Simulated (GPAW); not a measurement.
# Al K ELNES/XANES of MgMn2Al2O6 (P1) from DFT

What does one-electron theory with a core hole give for the Al K edge of MgMn2Al2O6 (P1)?

Method: X-ray absorption from dipole matrix elements to empty bands, plane-wave PAW PBE+U, in GPAW 26.7.0.

## 1. The structure

The cell holds 11 atoms: 2 Mn, 2 Al, 1 Mg and 6 O. Cell: a = 4.992 Å, b = 5.541 Å, c = 5.732 Å, α = 69.6°, β = 67.3°, γ = 64.8°.

Structure file:

```
Mn Al Mg O
1.0
     4.99243    0.00000    0.00000
     2.35500    5.01509    0.00000
     2.21449    1.17033    5.15527
Mn Al Mg O
2 2 1 6
Cartesian
  4.4801 1.2912 4.5447
  4.4999 5.1237 2.3528
  7.2540 3.1673 3.3983
  1.9809 3.2228 0.5262
  4.4875 1.9338 1.1821
  1.4577 1.5461 0.9303
  6.1877 2.4127 4.5576
  3.4050 1.8642 2.8651
  6.3125 3.9839 2.0530
  3.6757 3.7308 0.6590
  8.3220 4.5267 4.0677
```

## 2. Ground state of the crystal

A plain self-consistent run shows whether there is a gap and which moments survive; both decide the set-up of the core-hole run.

Contents of scf.py:

```python
import numpy as np
from ase import Atoms
from ase.parallel import parprint, paropen
from gpaw import GPAW, PW, FermiDirac, Mixer, MixerDif, setup_paths
from gpaw.test import gen
setup_paths.insert(0, '.')
gen('Al', name='nch1s', xcname='PBE', corehole=(1, 0, 0), write_xml=True)
from gpaw.mpi import world
world.barrier()

atoms = Atoms('Mn2Al2MgO6',
    cell=[[4.99243128, 0, 0],
     [2.3550023, 5.01509355, 0],
     [2.21448647, 1.17033366, 5.15527012]],
    scaled_positions=[[0.48193835, 0.05173212, 0.88156138],
     [0.26721511, 0.91515347, 0.45638021],
     [0.93525518, 0.47773096, 0.65918138],
     [0.05960184, 0.61880844, 0.10207228],
     [0.64050881, 0.33208084, 0.22930362],
     [0.08639005, 0.26617703, 0.18044793],
     [0.71765355, 0.27478977, 0.88406403],
     [0.32134269, 0.24201619, 0.55576841],
     [0.75687915, 0.70145001, 0.39824055],
     [0.34270998, 0.71408884, 0.12782186],
     [0.97800631, 0.71847334, 0.78904636]],
    magmoms=[4.0, 4.0, 0.0, 0.0, 0.0, 0.0, 0.0, 0.0, 0.0, 0.0, 0.0],
    pbc=True)
atoms.calc = calc = GPAW(legacy_gpaw=True, mode=PW(500, force_complex_dtype=True), xc='PBE', setups={'Mn': ':d,4', 2: 'nch1s'},
    kpts={'size': (3, 3, 3), 'gamma': True}, occupations=FermiDirac(0.05),
    charge=0, mixer=MixerDif(0.05, 8, 50), maxiter=150,
    convergence={'density': 0.0001, 'eigenstates': 1e-6}, txt='scf.txt')
energy = atoms.get_potential_energy() + calc.get_reference_energy()
ef = calc.get_fermi_level()
out = dict(energy=energy, fermi=ef, forces=atoms.get_forces().tolist(), magmoms=atoms.get_magnetic_moments().tolist())
parprint(f'all-electron energy {energy:.4f} eV, Fermi level {ef:.4f} eV')
ev = np.array([[calc.get_eigenvalues(k, s) for k in range(len(calc.get_ibz_k_points()))] for s in range(calc.get_number_of_spins())])
out['homo'], out['lumo'], out['counts'] = ev[ev < ef].max(), ev[ev > ef].min(), sorted(set((ev < ef).sum((0, 2)).tolist()))
out['filled'] = (ev[:, 0] < ef).sum(1).tolist()
import json
with paropen('out.json', 'w') as f:
    json.dump(out, f)
```

Launch:

```bash
> OMP_NUM_THREADS=1 mpirun -n 4 gpaw python scf.py
```

Numbers of over 12 decimals in the logs are rounded to 6 here.

The log of the run:

```text
Input parameters:
  convergence: {density: 0.0001,
                eigenstates: 1e-06}
  kpts: {gamma: True,
         size: (3, 3, 3)}
  maxiter: 150
  mixer: {backend: pulay,
          beta: 0.05,
          method: difference,
          nmaxold: 8,
          weight: 50}
  mode: {ecut: 500.0,
         force_complex_dtype: True,
         name: pw}
  occupations: {fixmagmom: False,
                name: fermi-dirac,
                width: 0.05}
  setups: {2: nch1s,
           Mn: :d,4}
  xc: PBE

Initialize ...

[... PAW data sets ...]

Reference energy: -93929.781585  # eV

Spin-polarized calculation.
Initial magnetic moment: 8.000000

[... convergence settings ...]
Symmetries present (total): 1
  [... symmetry matrices ...]

27 k-points: 3 x 3 x 3 Monkhorst-Pack grid
14 k-points in the irreducible part of the Brillouin zone
       k-points in crystal coordinates                weights
   0:     0.00000000    0.00000000    0.00000000          1/27
   1:     0.00000000    0.00000000    0.33333333          2/27
   2:     0.00000000    0.33333333   -0.33333333          2/27
   3:     0.00000000    0.33333333    0.00000000          2/27
   4:     0.00000000    0.33333333    0.33333333          2/27
   5:     0.33333333   -0.33333333   -0.33333333          2/27
   6:     0.33333333   -0.33333333    0.00000000          2/27
   7:     0.33333333   -0.33333333    0.33333333          2/27
   8:     0.33333333    0.00000000   -0.33333333          2/27
   9:     0.33333333    0.00000000    0.00000000          2/27
          ...
  13:     0.33333333    0.33333333    0.33333333          2/27

Wave functions: Plane wave expansion
  Cutoff energy: 500.000 eV
  Number of coefficients (min, max): 3267, 3291
  Pulay-stress correction: 0.000000 eV/Ang^3 (de/decut=0.000000)
  Using FFTW library
  Wavefunction extrapolation:
    Improved wavefunction reuse through dual PAW basis

Occupation numbers: Fermi-Dirac:
  width: 0.0500  # eV

Eigensolver
   Davidson(niter=2)

Densities:
  Coarse grid: 27*30*30 grid
  Fine grid: 54*60*60 grid
  Total Charge: 0.000000

Density mixing:
  Method: difference
  Backend: pulay
  Linear mixing parameter: 0.05
  old densities: 8
  Width of damping distribution: 1.1
  Damping of long wavelength oscillations: 50

[... Hamiltonian set-up ...]
Number of atoms: 11
Number of atomic orbitals: 66
Number of bands in calculation: 58
Number of valence electrons: 82
Bands to converge: occupied

... initialized

Initializing position-dependent things.

Density initialized from atomic densities
Creating initial wave functions:
  58 bands from LCAO basis set

                    O     O
               Mn      Al
                 Mn
            O        O

          Al  OMg
       O

Atomic positions and initial magnetic moments

Positions:
   0 Mn     4.480079    1.291162    4.544687    ( 0.0000,  0.0000,  4.0000)
   1 Mn     4.499889    5.123697    2.352763    ( 0.0000,  0.0000,  4.0000)
   2 Al     7.254003    3.167328    3.398258    ( 0.0000,  0.0000,  0.0000)
   3 Al     1.980891    3.222841    0.526210    ( 0.0000,  0.0000,  0.0000)
   4 Mg     4.487537    1.933778    1.182122    ( 0.0000,  0.0000,  0.0000)
   5 O      1.457743    1.546087    0.930258    ( 0.0000,  0.0000,  0.0000)
   6 O      6.187714    2.412746    4.557589    ( 0.0000,  0.0000,  0.0000)
   7 O      3.404972    1.864168    2.865136    ( 0.0000,  0.0000,  0.0000)
   8 O      6.312482    3.983912    2.053038    ( 0.0000,  0.0000,  0.0000)
   9 O      3.675697    3.730817    0.658956    ( 0.0000,  0.0000,  0.0000)
  10 O      8.321968    4.526659    4.067747    ( 0.0000,  0.0000,  0.0000)

Unit cell:
           periodic     x           y           z      points  spacing
  1. axis:    yes    4.992431    0.000000    0.000000    27     0.1606
  2. axis:    yes    2.355002    5.015094    0.000000    30     0.1630
  3. axis:    yes    2.214486    1.170334    5.155270    30     0.1718

  Lengths:   4.992431   5.540505   5.731530
  Angles:   69.570453  67.271236  64.846052

Effective grid spacing dv^(1/3) = 0.1745

iter:   1   -87.665231                   +8.0111
iter:   2   -86.391740   -0.70  -0.91    +9.4033
iter:   3   -80.173272   -0.47  -0.95    +9.9112
iter:   4   -80.191633   -1.24  -1.32    +9.9300
iter:   5   -80.655464   -1.46  -1.41    +9.9825
iter:   6   -80.346774   -2.11  -1.75    +9.9796
iter:   7   -80.232815   -1.87  -2.14    +9.9965
iter:   8   -80.213809   -3.13  -2.23    +9.9988
iter:   9   -80.212386c  -4.43  -2.65    +9.9996
iter:  10   -80.209984c  -4.40  -2.74    +10.0002
iter:  11   -80.209707c  -4.28  -3.01    +10.0001
iter:  12   -80.209370c  -4.47  -3.26    +10.0001
iter:  13   -80.209192c  -5.01  -3.37    +10.0000
iter:  14   -80.209430c  -4.58  -3.57    +10.0000
iter:  15   -80.209330c  -5.78  -3.84    +10.0000
iter:  16   -80.209330c  -6.71c -4.22c   +10.0000

Converged after 16 iterations.

Dipole moment: (-1.127402, 0.527582, -0.715062) |e|*Ang

Total magnetic moment: (0.000000, 0.000000, 10.000005)
Local magnetic moments:
   0 Mn ( 0.000000,  0.000000,  4.500385)
   1 Mn ( 0.000000,  0.000000,  4.524689)
   2 Al ( 0.000000,  0.000000,  0.011667)
   3 Al ( 0.000000,  0.000000,  0.012379)
   4 Mg ( 0.000000,  0.000000,  0.004456)
   5 O  ( 0.000000,  0.000000,  0.043376)
   6 O  ( 0.000000,  0.000000,  0.026344)
   7 O  ( 0.000000,  0.000000,  0.040693)
   8 O  ( 0.000000,  0.000000,  0.023835)
   9 O  ( 0.000000,  0.000000,  0.032205)
  10 O  ( 0.000000,  0.000000,  0.028756)

Energy contributions relative to reference atoms: (reference = -93929.781585)

Kinetic:        +94.419497
Potential:      -79.317158
External:        +0.000000
XC:             -95.576967
Entropy (-ST):   -0.000000
Local:           +0.265299
SIC:             +0.000000
--------------------------
Free energy:    -80.209330
Extrapolated:   -80.209330

Spin contamination: 0.012471 electrons
Showing only first 2 kpts
                      Up                     Down
 Kpt  Band  Eigenvalues  Occupancy  Eigenvalues  Occupancy
  0    39      3.21423    1.00000      9.61306    0.00000
  0    40      3.34592    1.00000      9.90044    0.00000
  0    41      3.61082    1.00000     10.43123    0.00000
  0    42      3.87056    1.00000     10.54487    0.00000

  1    39      3.08234    1.00000      9.58668    0.00000
  1    40      3.19377    1.00000      9.88140    0.00000
  1    41      3.40662    1.00000     10.29571    0.00000
  1    42      3.67377    1.00000     10.56509    0.00000

Fermi level: 5.65296

Gap: 1.586 eV
Transition (v -> c):
  (s=0, k=11, n=45, [0.33, 0.33, -0.33]) -> (s=0, k=0, n=46, [0.00, 0.00, 0.00])
Direct/indirect transitions are different
Direct gap: 1.805 eV
Transition at: (s=0, k=0, n=45, [0.00, 0.00, 0.00])

Forces in eV/Ang:
  0 Mn   -0.01229   -0.02154   -0.01602
  1 Mn   -0.01762   -0.05951    0.03861
  2 Al    0.01433    0.05928   -0.04948
  3 Al   -0.03177    0.02016   -0.04634
  4 Mg    0.02892   -0.01904   -0.01546
  5 O    -0.09198   -0.00503    0.04562
  6 O    -0.02433   -0.01280    0.12341
  7 O     0.05674   -0.06062   -0.10678
  8 O    -0.04449    0.05749   -0.00953
  9 O     0.09726   -0.03342    0.05187
 10 O     0.02622    0.05991   -0.00349
Scalar-relativistic atomic PBE calculation for Al (Aluminium, Z=13)
Core hole in 1s state (1s occupation: 2.0)
450 radial gridpoints.
|------------------------------------------------|
|------------------------------------------------|
[... the atom generator's iteration count ...]

Energy contributions:
-------------------------
Kinetic:     +243.092050
XC:           -18.430760
Potential:   -467.332630
-------------------------
Total:       -242.671339

state      eigenvalue         ekin         rmax
-----------------------------------------------
1s^2.0 :   -55.527259    79.629143        0.078
2s^2.0 :    -3.974690    10.786763        0.497
2p^6.0 :    -2.559317     9.907530        0.429
3s^2.0 :    -0.284901     1.088737        2.087
3p^1.0 :    -0.099662     0.637585        2.639
-----------------------------------------------
(units: Bohr and Hartree)

Generating PAW setup
Kinetic energy of the core from tauc = 240.725374
Cutoffs:
rc(s)=2.050
rc(p)=2.050
rc(d)=2.050
rc(vbar)=1.845
rc(comp)=2.050
rc(nct)=2.050

Kinetic energy of the core states: 240.276991
Charge: 0.0
Core electrons: 10.0
Valence electrons: 3.0
Pseudo-core charge: 0.382292
Shape function alpha=2.380
Pseudo-electron charge 3.476789
state    eigenvalue         norm
--------------------------------
3s(2) :    -0.284901     1.047805
*s    :     0.715099
3p(1) :    -0.099662     0.998886
*p    :     0.900338
*d    :     0.000000
--------------------------------

Diagonalizing with gridspacing h=0.050

state   all-electron     PAW
-------------------------------
3s:      -0.284901    -0.284982
3p:      -0.099662    -0.099717
*d:                    0.026616
*f:                    0.063447
-------------------------------
all-electron energy -94009.9909 eV, Fermi level 5.6530 eV
```

It took 23 s on 4 MPI ranks of AMD EPYC 9R45 (Zen 5), shared host; peak memory 0.35 GiB; 90 s of CPU time.

The mesh shows a gap of 1.59 eV, so the hole is first treated in a charged cell, without the excited electron.

Site moments (μB): 4.50, 4.53, 0.01, 0.01, 0.00, 0.04, 0.03, 0.04, 0.02, 0.03, 0.03.

## 3. Reference energy of the cell

The photon energy needs a difference of total energies, so the cell and mesh of the coming hole run are first run without a hole.

Changes to scf.py since step 2:

```diff
@@ -28,3 +28,3 @@
 atoms.calc = calc = GPAW(legacy_gpaw=True, mode=PW(500, force_complex_dtype=True), xc='PBE', setups={'Mn': ':d,4', 2: 'nch1s'},
-    kpts={'size': (3, 3, 3), 'gamma': True}, occupations=FermiDirac(0.05),
+    kpts={'size': (3, 3, 3), 'gamma': True}, occupations=FermiDirac(0.02),
     charge=0, mixer=MixerDif(0.05, 8, 50), maxiter=150,
```

The log of the run:

```text
Input parameters:
  convergence: {density: 0.0001,
                eigenstates: 1e-06}
  kpts: {gamma: True,
         size: (3, 3, 3)}
  maxiter: 150
  mixer: {backend: pulay,
          beta: 0.05,
          method: difference,
          nmaxold: 8,
          weight: 50}
  mode: {ecut: 500.0,
         force_complex_dtype: True,
         name: pw}
  occupations: {fixmagmom: False,
                name: fermi-dirac,
[...]
--------------------------------
3s(2) :    -0.284901     1.047805
*s    :     0.715099
3p(1) :    -0.099662     0.998886
*p    :     0.900338
*d    :     0.000000
--------------------------------

Diagonalizing with gridspacing h=0.050

state   all-electron     PAW
-------------------------------
3s:      -0.284901    -0.284982
3p:      -0.099662    -0.099717
*d:                    0.026616
*f:                    0.063447
-------------------------------
all-electron energy -94009.9909 eV, Fermi level 5.4297 eV
[key lines of the parts left out:]
Converged after 16 iterations.
Dipole moment: (-1.127402, 0.527582, -0.715062) |e|*Ang
Free energy:    -80.209330
Fermi level: 5.42972
```

Run time: 23 s. Hardware: 4 MPI ranks; peak memory 0.35 GiB.

Reference energy: -94009.991 eV with the cores included.

(Part 1 of 3 ends here.)

[Banner, clock and machine lines of the logs are left out without a mark of their own.]

[Logs are printed without paths, hosts, clocks, repeated set-up lines and the standing remarks that a program may print on its own settings, such as how far it seeks lower states.]

[Hosts, paths, dates, database ids (printed as entryN), source tags and the programs' standing remarks are cut or masked in the printed files.]

[Lists of maxima count a maximum above −3 eV only where it reaches 4 % of the highest in the window and stands out from its surroundings by 2 % of it (1.5 % where it reaches 55 %); shoulders and weaker maxima are passed over, and of the rest the first, up to two pre-edge ones and the few strongest are named.]
